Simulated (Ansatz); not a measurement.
**Ge (Fd-3m, 2 atoms in the cell): modes against uniaxial strain along [110]**

Wanted: the shifts of the zone-centre modes of Ge (Fd-3m, 2 atoms in the cell) with strain.

Method: DFT PBEsol, scalar-relativistic, plane waves, PAW; PAW set soft_1, in Ansatz 0.2.0.

### 1. Starting point

The structure is cubic, space group Fd-3m (No. 227). Conventional cell: a = 5.658 Å, b = 5.658 Å, c = 5.658 Å, α = 90.00°, β = 90.00°, γ = 90.00°. Nearest to Ge lie 4 Ge at 2.45 Å.

### 2. Bringing the structure to rest

The cell and atoms are relaxed, since residual forces and stress would shift the frequencies.

File input.yaml:

```yaml
crystal:
  lattice:
    - [0.0, 2.82891, 2.82891]
    - [2.82891, 0.0, 2.82891]
    - [2.82891, 2.82891, 0.0]
  atoms:
    - { symbol: Ge, position: [0.5, 0.5, 0.5] }
    - { symbol: Ge, position: [0.75, 0.75, 0.75] }
kpoints:
  mp_grid: { grid: [14, 14, 14] }
hamiltonian:
  xc: pbesol
  pseudopotentials: { kind: paw, azcp: { folder: soft_1 }, xc_functional: pbe }
scf:
  occupations: { method: gaussian, width: 0.1 }
output:
  forces: true
  stress: true
  eigenvalues: true
  write_density: true
  write_potential: true
  elf: true
  volumetric_format: npy
relax:
  adjacent_minimum: "off"
  f_tol: 0.005
  max_steps: 80
  cell: { stress_tol: 0.05 }
```

Command:

```console
$ ansatz run input.yaml --threads 4 --pin off --max-ram 10240MiB --backend cpu --events-out ev --progress --plain --runs-dir out
```

Numbers of over 12 decimals in the logs are rounded to 6 here.

The log of the run:

```text
Engine: ansatz 0.2.0, aarch64-unknown-linux-gnu
Pseudopotentials: kind: paw
Pseudopotential: Ge, paw, valence charge 14, recommended cutoff 420 eV (normal), soft_1/Ge.paw.azcp
Functional definition: PBEsol
  exchange = pbesol_x
  correlation = pbesol_c
Crystal: 2 atoms, lattice volume = 45.278 Å³
Basis set: ecut = 420 eV, 893 PW (Γ), exchange–correlation on 54×54×54 points (8 copies of the dense FFT grid, shifted against one another)
Bands: 18, of which v1, the nominal top of the filled ones, is band 14 counted from 1 (13 counted from 0)
Symmetry: 48 space group operations
Space group: Fd-3m (ITA 227), of the structure as read, at distance tolerance 3.6e-5 Å
k-points: 104 of 2744
Non-local potential: Ge, projectors of the file, l = 0: 2, l = 1: 2, l = 2: 3, l = 3: 1
PAW form: soft (Blöchl's): semilocal exchange-correlation on the pseudo side does not see the compensation charge
PAW frozen core: Ge, regenerated for the run's functional, and the local potential with it (the file was generated under x = pbe(κ = 0.804, μ = 0.219515), c = pbe(β = 0.066725))
PAW one-centre angular grid: Ge, 590 points (default); XC on 64 Gauss nodes
Initial density: superposition of atomic densities (chi_scale 0.1, normalization cell)
Initial wavefunctions: pseudopotential atomic-orbital guess
Functional: x = pbesol(κ = 0.804, μ = 0.123457), c = pbesol(β = 0.046)
SCF iter   1: F=—  HF=-8507.077289 eV  |F-HF|=—  |Δ(HF+E_count)|=         —  Δρ=3.54e-2  dr2=4.51e-1  ethr=3.10e-3  ⟨swp⟩=5.6  Hψ=8819  notcnv=0
preconditioner: auto → none  [insulator: Δε(μ)=0.207 eV  Ē_g=23.286 eV  σ=0.100 eV  W_gap=0.74  n_scr=14 (ndim 8)  ℏωp=29.2 eV  f_vac=0.000  D(μ)=0.02/eV (n_scr^D=0)  ε∞_Penn≈2.6]
SCF iter   2: F=—  HF=-8507.012554 eV  |F-HF|=—  |Δ(HF+E_count)|=   6.47e-2  Δρ=1.68e-2  dr2=8.41e-2  ethr=1.61e-3  ⟨swp⟩=2.0  Hψ=3072  notcnv=0
SCF iter   3: F=—  HF=-8507.006159 eV  |F-HF|=—  |Δ(HF+E_count)|=   6.40e-3  Δρ=1.65e-3  dr2=3.18e-4  ethr=3.00e-4  ⟨swp⟩=2.5  Hψ=2685  notcnv=0
SCF iter   4: F=—  HF=-8507.006325 eV  |F-HF|=—  |Δ(HF+E_count)|=   1.67e-4  Δρ=2.63e-4  dr2=2.11e-5  ethr=1.14e-6  ⟨swp⟩=2.0  Hψ=3141  notcnv=0
SCF iter   5: F=—  HF=-8507.006278 eV  |F-HF|=—  |Δ(HF+E_count)|=   4.75e-5  Δρ=8.26e-5  dr2=2.35e-6  ethr=7.55e-8  ⟨swp⟩=2.0  Hψ=3331  notcnv=0
SCF iter   6: F=—  HF=-8507.006275 eV  |F-HF|=—  |Δ(HF+E_count)|=   2.32e-6  Δρ=2.21e-5  dr2=1.45e-7  ethr=8.38e-9  ⟨swp⟩=2.0  Hψ=3329  notcnv=0
SCF iter   7: F=-8507.006275 eV  HF=-8507.006275 eV  |F-HF|=2.10e-9  |Δ(HF+E_count)|=   1.16e-7  Δρ=2.16e-6  dr2=1.25e-9  ethr=3.57e-10  ⟨swp⟩=7.5  Hψ=11762  notcnv=0
SCF 1 converged in 7 iterations: F = -8507.006275 eV  dr2 = 1.25e-9
  greatest PAW one-centre occupation: 0.998 electrons in one spin orbital (limit 2), on the Ge atom at site 1 (counted from 0), in its partial waves of l = 2
relax step   1: F+E_penalty+E_count = -8507.00627520 eV  Δ(F+E_penalty+E_count) = +0.000e0 eV  max|allowed force component| = 9.252e-18 eV/Å  Δτ_max = 0.0000 Å  P = +0.652 GPa  Ω = 45.278 Å³  (7 SCF iters, dr2 threshold 1.00e-7 eV, accepted)
Crystal: 2 atoms, lattice volume = 45.628 Å³
Initial density: handed on by an earlier stage of this run
Initial wavefunctions: those handed on with the density
iter 1 solved again at ethr=2.68e-7 eV; its pass at ethr=3.10e-3 eV (dr2=7.50e-5 eV) is discarded
SCF iter   1: F=—  HF=-8507.007062 eV  |F-HF|=—  |Δ(HF+E_count)|=         —  Δρ=3.58e-4  dr2=6.59e-5  ethr=2.68e-7  ⟨swp⟩=2.0  Hψ=10470  notcnv=0
preconditioner: auto → Kerker (q_TF=auto, 2.515 Å⁻¹)  [metal: Δε(μ)=0.094 eV  Ē_g=23.385 eV  σ=0.100 eV  W_gap=0.46  n_scr=14 (ndim 8)  ℏωp=29.1 eV  f_vac=0.064  D(μ)=0.05/eV (n_scr^D=0)]
SCF iter   2: F=—  HF=-8507.007060 eV  |F-HF|=—  |Δ(HF+E_count)|=   2.09e-6  Δρ=2.41e-4  dr2=3.57e-5  ethr=2.36e-7  ⟨swp⟩=1.0  Hψ=1872  notcnv=0
SCF iter   3: F=—  HF=-8507.007058 eV  |F-HF|=—  |Δ(HF+E_count)|=   2.44e-6  Δρ=6.03e-5  dr2=3.37e-6  ethr=1.28e-7  ⟨swp⟩=2.0  Hψ=2276  notcnv=0
SCF iter   4: F=—  HF=-8507.007058 eV  |F-HF|=—  |Δ(HF+E_count)|=   2.69e-8  Δρ=3.95e-5  dr2=7.97e-7  ethr=1.20e-8  ⟨swp⟩=2.0  Hψ=3329  notcnv=0
SCF iter   5: F=-8507.007058 eV  HF=-8507.007058 eV  |F-HF|=2.98e-8  |Δ(HF+E_count)|=   6.53e-7  Δρ=6.19e-6  dr2=1.83e-8  ethr=7.14e-10  ⟨swp⟩=9.0  Hψ=13669  notcnv=0
SCF 2 converged in 5 iterations: F = -8507.007058 eV  dr2 = 1.83e-8
relax step   2: F+E_penalty+E_count = -8507.00705822 eV  Δ(F+E_penalty+E_count) = -7.830e-4 eV  max|allowed force component| = 7.806e-18 eV/Å  Δτ_max = 0.0000 Å  P = +0.122 GPa  Ω = 45.628 Å³  energy of the carried Pulay correction = -5.926e-5 eV  (5 SCF iters, dr2 threshold 2.00e-7 eV, accepted)
Crystal: 2 atoms, lattice volume = 45.709 Å³
iter 1 solved again at ethr=1.54e-8 eV; its pass at ethr=3.10e-3 eV (dr2=4.31e-6 eV) is discarded
SCF iter   1: F=—  HF=-8507.007076 eV  |F-HF|=—  |Δ(HF+E_count)|=         —  Δρ=8.32e-5  dr2=3.83e-6  ethr=1.54e-8  ⟨swp⟩=2.0  Hψ=10463  notcnv=0
preconditioner: auto → Kerker (q_TF=auto, 2.514 Å⁻¹)  [metal: Δε(μ)=0.089 eV  Ē_g=23.379 eV  σ=0.100 eV  W_gap=0.44  n_scr=14 (ndim 8)  ℏωp=29.1 eV  f_vac=0.063  D(μ)=0.05/eV (n_scr^D=0)]
SCF iter   2: F=—  HF=-8507.007076 eV  |F-HF|=—  |Δ(HF+E_count)|=   3.02e-7  Δρ=5.69e-5  dr2=2.12e-6  ethr=1.37e-8  ⟨swp⟩=1.0  Hψ=1872  notcnv=0
SCF iter   3: F=—  HF=-8507.007076 eV  |F-HF|=—  |Δ(HF+E_count)|=   2.57e-8  Δρ=1.46e-5  dr2=1.42e-7  ethr=7.57e-9  ⟨swp⟩=2.1  Hψ=2283  notcnv=0
SCF iter   4: F=—  HF=-8507.007076 eV  |F-HF|=—  |Δ(HF+E_count)|=   7.58e-9  Δρ=9.26e-6  dr2=4.21e-8  ethr=1.33e-10  ⟨swp⟩=7.2  Hψ=11245  notcnv=0
SCF iter   5: F=-8507.007076 eV  HF=-8507.007076 eV  |F-HF|=2.85e-9  |Δ(HF+E_count)|=   3.37e-8  Δρ=2.29e-6  dr2=3.11e-9  ethr=1.33e-10  ⟨swp⟩=7.9  Hψ=11030  notcnv=0
SCF 3 converged in 5 iterations: F = -8507.007076 eV  dr2 = 3.11e-9
relax step   3: F+E_penalty+E_count = -8507.00707602 eV  Δ(F+E_penalty+E_count) = -1.780e-5 eV  max|allowed force component| = 4.626e-17 eV/Å  Δτ_max = 0.0000 Å  P = +0.002 GPa  Ω = 45.709 Å³  energy of the carried Pulay correction = -7.294e-5 eV  (5 SCF iters, dr2 threshold 3.72e-8 eV, accepted)
Initial wavefunctions: pseudopotential atomic-orbital guess (no wavefunctions were taken with the density)
iter 1 solved again at ethr=1.73e-7 eV; its pass at ethr=3.10e-3 eV (dr2=4.85e-5 eV) is discarded
SCF iter   1: F=—  HF=-8507.007153 eV  |F-HF|=—  |Δ(HF+E_count)|=         —  Δρ=7.25e-6  dr2=5.75e-9  ethr=1.73e-7  ⟨swp⟩=2.5  Hψ=12991  notcnv=0
eigensolver tolerance schedule: the retry pair's looser diagonalisation over-reported the residual by 8437.09 of it (diagonalisation noise at 0.89 of the residual, at the tolerance the schedule requests for it); recorded, not acted on — ethr = c·dr2/N_el stays at c = 1.0e-1
preconditioner: auto → Kerker (q_TF=auto, 2.514 Å⁻¹)  [metal: Δε(μ)=0.089 eV  Ē_g=23.380 eV  σ=0.100 eV  W_gap=0.44  n_scr=14 (ndim 8)  ℏωp=29.1 eV  f_vac=0.063  D(μ)=0.05/eV (n_scr^D=0)]
SCF iter   2: F=—  HF=-8507.007151 eV  |F-HF|=—  |Δ(HF+E_count)|=   2.31e-6  Δρ=5.51e-6  dr2=4.96e-9  ethr=2.05e-11  ⟨swp⟩=3.2  Hψ=4472  notcnv=0
SCF iter   3: F=—  HF=-8507.007151 eV  |F-HF|=—  |Δ(HF+E_count)|=   3.03e-9  Δρ=2.31e-6  dr2=1.20e-9  ethr=1.77e-11  ⟨swp⟩=2.0  Hψ=3245  notcnv=0
SCF iter   4: F=—  HF=-8507.007151 eV  |F-HF|=—  |Δ(HF+E_count)|=  7.95e-10  Δρ=4.75e-7  dr2=1.41e-10  ethr=4.27e-12  ⟨swp⟩=2.5  Hψ=2843  notcnv=0
SCF iter   5: F=—  HF=-8507.007151 eV  |F-HF|=—  |Δ(HF+E_count)|=  1.82e-10  Δρ=1.78e-7  dr2=2.38e-11  ethr=1.00e-12  ⟨swp⟩=2.0  Hψ=2198  notcnv=0
SCF iter   6: F=-8507.007151 eV  HF=-8507.007151 eV  |F-HF|=1.82e-12  |Δ(HF+E_count)|=  2.36e-11  Δρ=4.77e-8  dr2=1.44e-12  ethr=1.00e-12  ⟨swp⟩=5.0  Hψ=7080  notcnv=0
SCF 4 converged in 6 iterations: F = -8507.007151 eV  dr2 = 1.44e-12
relax step   4: F+E_penalty+E_count = -8507.00715097 eV  Δ(F+E_penalty+E_count) = -7.494e-5 eV  max|allowed force component| = 7.864e-17 eV/Å  Δτ_max = 0.0000 Å  P = +0.003 GPa  Ω = 45.709 Å³  stress off target by 2.85e-3 GPa  SCF on the basis re-selected at this cell (its energy is not comparable with the rows above)  (6 SCF iters)
basis re-selected at this cell: Δ(F+E_penalty+E_count) = -7.494e-5 eV, ΔP = +0.001 GPa vs the last step (what re-selecting the basis moved, of the pressure what is left beyond the Pulay correction that the steps carried, after the strain that the cell walked since its last selection, with what the two solves' SCF thresholds leave and, on support functions, any second-order correction that the steps lacked; it is no m [...]
SCF converged after 6 iterations
Free energy (F): -8507.007151 eV
Harris-Foulkes:  -8507.007151 eV  (|F-HF|=1.82e-12)
Internal energy: -8507.006908 eV  (E = F + TS)
E sigma→0 (E₀):  -8507.007029 eV
Entropy (-TS):   -0.000243 eV (-0.122 meV/atom)
Fermi energy:    8.299998 eV
--- Per-component energies (eV) ---
  E_band       = -306.743194
  E_kinetic    = 185.598640
  E_local      = -4517.700087  (includes V_loc(G=0)·N_el)
  E_nonlocal   = 438.715711
  E_hartree    = 2150.059688
  E_xc         = -142.139307
  E_vxc        = -130.257084  (∫ρ·V_xc dr)
  E_paw        = -3944.720225  (= ΣΔE_a)
  E_vpaw       = -583.219901  (= ΣTr[D̂ρ^β])
  E_aug_tail   = 0.000051  (compensation charges beyond the density's cutoff)
  E_ewald      = -2678.657255
  E_core_change = 1.835876  (= ΣΔE_core)
  E_smearing   = -0.000243  (= −TS)
  E_closure    = -0.000000  (closes the sum)
  Σ components = -8507.007151   (vs F -8507.007151, Δ=0.00e0)
--- Forces (eV/Å), atoms counted from 1 ---
  atom   1  Ge    -0.00000000     0.00000000    -0.00000000
  atom   2  Ge     0.00000000    -0.00000000    -0.00000000
  max |Σ_I F_I| component: 9.25e-18 eV/Å
--- Stress (GPa, compression-positive) ---
        0.002854       0.000000       0.000000
        0.000000       0.002854      -0.000000
        0.000000       0.000000       0.002854
  P = ⅓ Tr σ = 0.0029 GPa (0.029 kbar)
--- Band table (eV; the first three rows and the last of 104) ---
  k-point 0: bands = [... 10 lower, -4.4360, 8.1825, 8.2843, 8.2843, 8.2843, 10.8067, 10.8067, 10.8067]
  k-point 1: bands = [... 10 lower, -4.3740, 6.9360, 8.1590, 8.1590, 9.1023, 10.9735, 10.9735, 11.0704]
  k-point 2: bands = [... 10 lower, -4.1898, 5.5512, 7.8730, 7.8730, 9.2156, 11.3550, 11.3550, 11.9688]
  k-point 103: bands = [... 10 lower, -0.4877, -0.4877, 4.4263, 4.4263, 11.8876, 11.8876, 13.5939, 13.5939]
--- Relaxed structure (3 steps of the walk, 3 accepted, 1 SCFs on fresh bases) ---
  F+E_penalty+E_count = -8507.00715097 eV   max|allowed force component| = 7.864e-17 eV/Å   (the final SCF, on the basis selected at the relaxed cell)
  cell:  # Å, volume = 45.7093 Å³
    - [0, 2.837863, 2.837863]
    - [2.837863, 0, 2.837863]
    - [2.837863, 2.837863, 0]
  atoms:
    - { symbol: Ge, position: [0.5, 0.5, 0.5] }
    - { symbol: Ge, position: [0.750000, 0.750000, 0.750000] }
```

Elapsed: 4.3 s, on 4 threads of Arm Neoverse V2, shared host; peak memory 0.39 GiB; 16 s of CPU time.

The steps of the relaxation:

```
step  energy less that of the first step (eV)  largest force component (eV/Å)  pressure (GPa)  volume (Å³)
   1                                   0.0000                          0.0000            0.65        45.28
   2                                  -0.0008                          0.0000            0.12        45.63
   3                                  -0.0008                          0.0000            0.00        45.71
  4*                                  -0.0009                          0.0000            0.00        45.71
```

Relaxation steps marked * repeat the geometry before them on a plane-wave basis chosen anew for their cell, so energy and pressure can jump there.

Forces are held to the 48 operations that the run works with; a distortion that breaks them can't arise in this run.

| conventional cell, symmetrised | before | after | change |
| --- | --- | --- | --- |
| a (Å) | 5.658 | 5.676 | +0.3 % |
| b (Å) | 5.658 | 5.676 | +0.3 % |
| c (Å) | 5.658 | 5.676 | +0.3 % |
| volume (Å³/atom) | 22.64 | 22.85 | +1.0 % |

Final coordinates:

```
Ge
1.0
     0.00000    2.83786    2.83786
     2.83786    0.00000    2.83786
     2.83786    2.83786    0.00000
Ge
2
Direct
  0.50000 0.50000 0.50000
  0.75000 0.75000 0.75000
```

This step gave:

| Property | Result |
| --- | --- |
| pressure | 0.002854 GPa |
| volume per atom | 22.85 Å³ |
| gap on the k-mesh | 0 eV |

Electrostatic potential energy in the ac plane of a cell with a along [110], b along [-110] and c along [001] of the cube at fractional y = 0.000, with atoms of Ge within 0.2 Å of it. With pseudopotentials it is smooth inside the atoms' cores, unlike the true potential.

Ten even steps from '0' (-14 eV) to '9' (12 eV), each cell a mean:
```
1027999850010279998500
0158999973001589999730
5689999987556899999875
8999999999889999999998
9999999999999999999999
9999999999999999999999
9999999999999999999999
9999888999999998889999
9998544789999985447899
9984000279999840002799
9971010058999710100589
7871011058878710110588
2464000265324640002653
0046534661000465346610
1017888840110178888401
```
Columns run along a (8.0 Å; values clipped at the 3rd and 97th percentile), rows up along c (5.7 Å), edges of the conventional cell, whose origin can differ from the input's. Atoms in or near the plane, at fractional coordinates: Ge at (0.00, 0.00), Ge at (0.50, 0.00), Ge at (0.25, 0.25), Ge at (0.75, 0.25).

ELF in the ac plane of a cell with a along [110], b along [-110] and c along [001] of the cube at fractional y = 0.000, with atoms of Ge within 0.2 Å of it. It is the smooth field of the valence electrons, not physical close to the nuclei.

Values, 8 rows by 16 columns, each cell a mean:
```
0.28 0.40 0.40 0.21 0.17 0.34 0.42 0.31 0.28 0.40 0.40 0.21 0.17 0.34 0.42 0.31
0.43 0.35 0.16 0.04 0.03 0.11 0.29 0.41 0.43 0.35 0.16 0.04 0.03 0.11 0.29 0.41
0.14 0.08 0.04 0.03 0.03 0.03 0.07 0.13 0.14 0.08 0.04 0.03 0.03 0.03 0.07 0.13
0.02 0.03 0.10 0.19 0.21 0.13 0.05 0.02 0.02 0.03 0.10 0.19 0.21 0.13 0.05 0.02
0.04 0.15 0.35 0.44 0.44 0.39 0.22 0.06 0.04 0.15 0.35 0.44 0.44 0.39 0.22 0.06
0.26 0.43 0.43 0.27 0.29 0.37 0.45 0.30 0.26 0.43 0.43 0.27 0.29 0.37 0.45 0.30
0.47 0.65 0.59 0.32 0.29 0.50 0.68 0.52 0.47 0.65 0.59 0.32 0.29 0.50 0.68 0.52
0.29 0.43 0.65 0.52 0.48 0.64 0.54 0.27 0.29 0.43 0.65 0.52 0.48 0.64 0.54 0.27
```
Columns run along a (8.0 Å), rows up along c (5.7 Å), edges of the conventional cell, whose origin can differ from the input's. Atoms in or near the plane, at fractional coordinates: Ge at (0.00, 0.00), Ge at (0.50, 0.00), Ge at (0.25, 0.25), Ge at (0.75, 0.25).

Valence density in the ac plane of a cell with a along [110], b along [-110] and c along [001] of the cube at fractional y = 0.000, with atoms of Ge within 0.2 Å of it. It is the smooth field of the valence electrons, not physical close to the nuclei.

Values in e/Å³, 8 rows by 16 columns, each cell a mean:
```
10  1  0  0  0  0  0  6 10  1  0  0  0  0  0  6
 0  0  0  0  0  0  0  0  0  0  0  0  0  0  0  0
 0  0  0  0  0  0  0  0  0  0  0  0  0  0  0  0
 0  0  0  0  0  0  0  0  0  0  0  0  0  0  0  0
 0  0  0  0  0  0  0  0  0  0  0  0  0  0  0  0
 0  0  1 10 18  1  0  0  0  0  1 10 18  1  0  0
 0  0  1  6 10  1  0  0  0  0  1  6 10  1  0  0
18  1  0  0  0  0  1 10 18  1  0  0  0  0  1 10
```
Columns run along a (8.0 Å), rows up along c (5.7 Å), edges of the conventional cell, whose origin can differ from the input's. Atoms in or near the plane, at fractional coordinates: Ge at (0.00, 0.00), Ge at (0.50, 0.00), Ge at (0.25, 0.25), Ge at (0.75, 0.25).

In this step the volume went from 22.64 to 22.85 Å³/atom.

### 3. Tight relaxation

At this level the gap closes at Γ, and partly filled states there would soften the modes. So, after a tight relaxation on a Γ-centred mesh that is not shown, the volume is relaxed again on 12×12×12 points shifted off Γ, the mesh of all runs that follow.

File input.yaml:

```yaml
crystal:
  lattice:
    - [0.0, 2.8378629744, 2.8378629744]
    - [2.8378629744, 0.0, 2.8378629744]
    - [2.8378629744, 2.8378629744, 0.0]
  atoms:
    - { symbol: Ge, position: [0.5, 0.5, 0.5] }
    - { symbol: Ge, position: [0.75, 0.75, 0.75] }
kpoints:
  mp_grid: { grid: [12, 12, 12], shift: [0.5, 0.5, 0.5] }
hamiltonian:
  xc: pbesol
  pseudopotentials: { kind: paw, azcp: { folder: soft_1 }, xc_functional: pbe }
scf:
  occupations: { method: gaussian, width: 0.015 }
output:
  forces: true
  stress: true
  eigenvalues: true
relax:
  adjacent_minimum: "off"
  f_tol: 0.001
  max_steps: 60
  cell: { stress_tol: 0.01, fix: [shape] }
```

The log of the run:

```text
[...]
k-point 181: bands = [... 10 lower, -2.2951, 0.7297, 6.0915, 6.7790, 9.1301, 11.8568, 12.2469, 15.5986]
--- Relaxed structure (2 steps of the walk, 2 accepted, 1 SCFs on fresh bases) ---
[...]
cell:  # Å, volume = 45.7049 Å³
    - [0, 2.837772, 2.837772]
    - [2.837772, 0, 2.837772]
    - [2.837772, 2.837772, 0]
  atoms:
    - { symbol: Ge, position: [0.499972, 0.499972, 0.499972] }
    - { symbol: Ge, position: [0.750028, 0.750028, 0.750028] }
[key lines of the parts left out:]
SCF converged after 6 iterations
Free energy (F): -8507.007654 eV
Fermi energy:    8.314066 eV
P = ⅓ Tr σ = -0.0013 GPa (-0.013 kbar)
```

The job ended after 5.4 s (4 threads; peak memory 0.43 GiB; 20 s of CPU time).

Little changed from the start: no atom moved by 0.005 Å and no cell edge by 0.1 %.

This step gave:

```yaml
pressure: -0.001274 GPa
gap_on_the_k_mesh: 0.1483 eV
```

The largest force component left is 0.070 meV/Å and the pressure is -0.001 GPa, within the tolerances set. The cell now holds 22.85 Å³/atom.

(Continued in part 2 of 2.)

[Logs are printed without paths, hosts, clocks, repeated set-up lines and the standing remarks that a program may print on its own settings, such as how far it seeks lower states.]

[Hosts, paths, dates, database ids (printed as entryN), source tags and the programs' standing remarks are cut or masked in the printed files.]
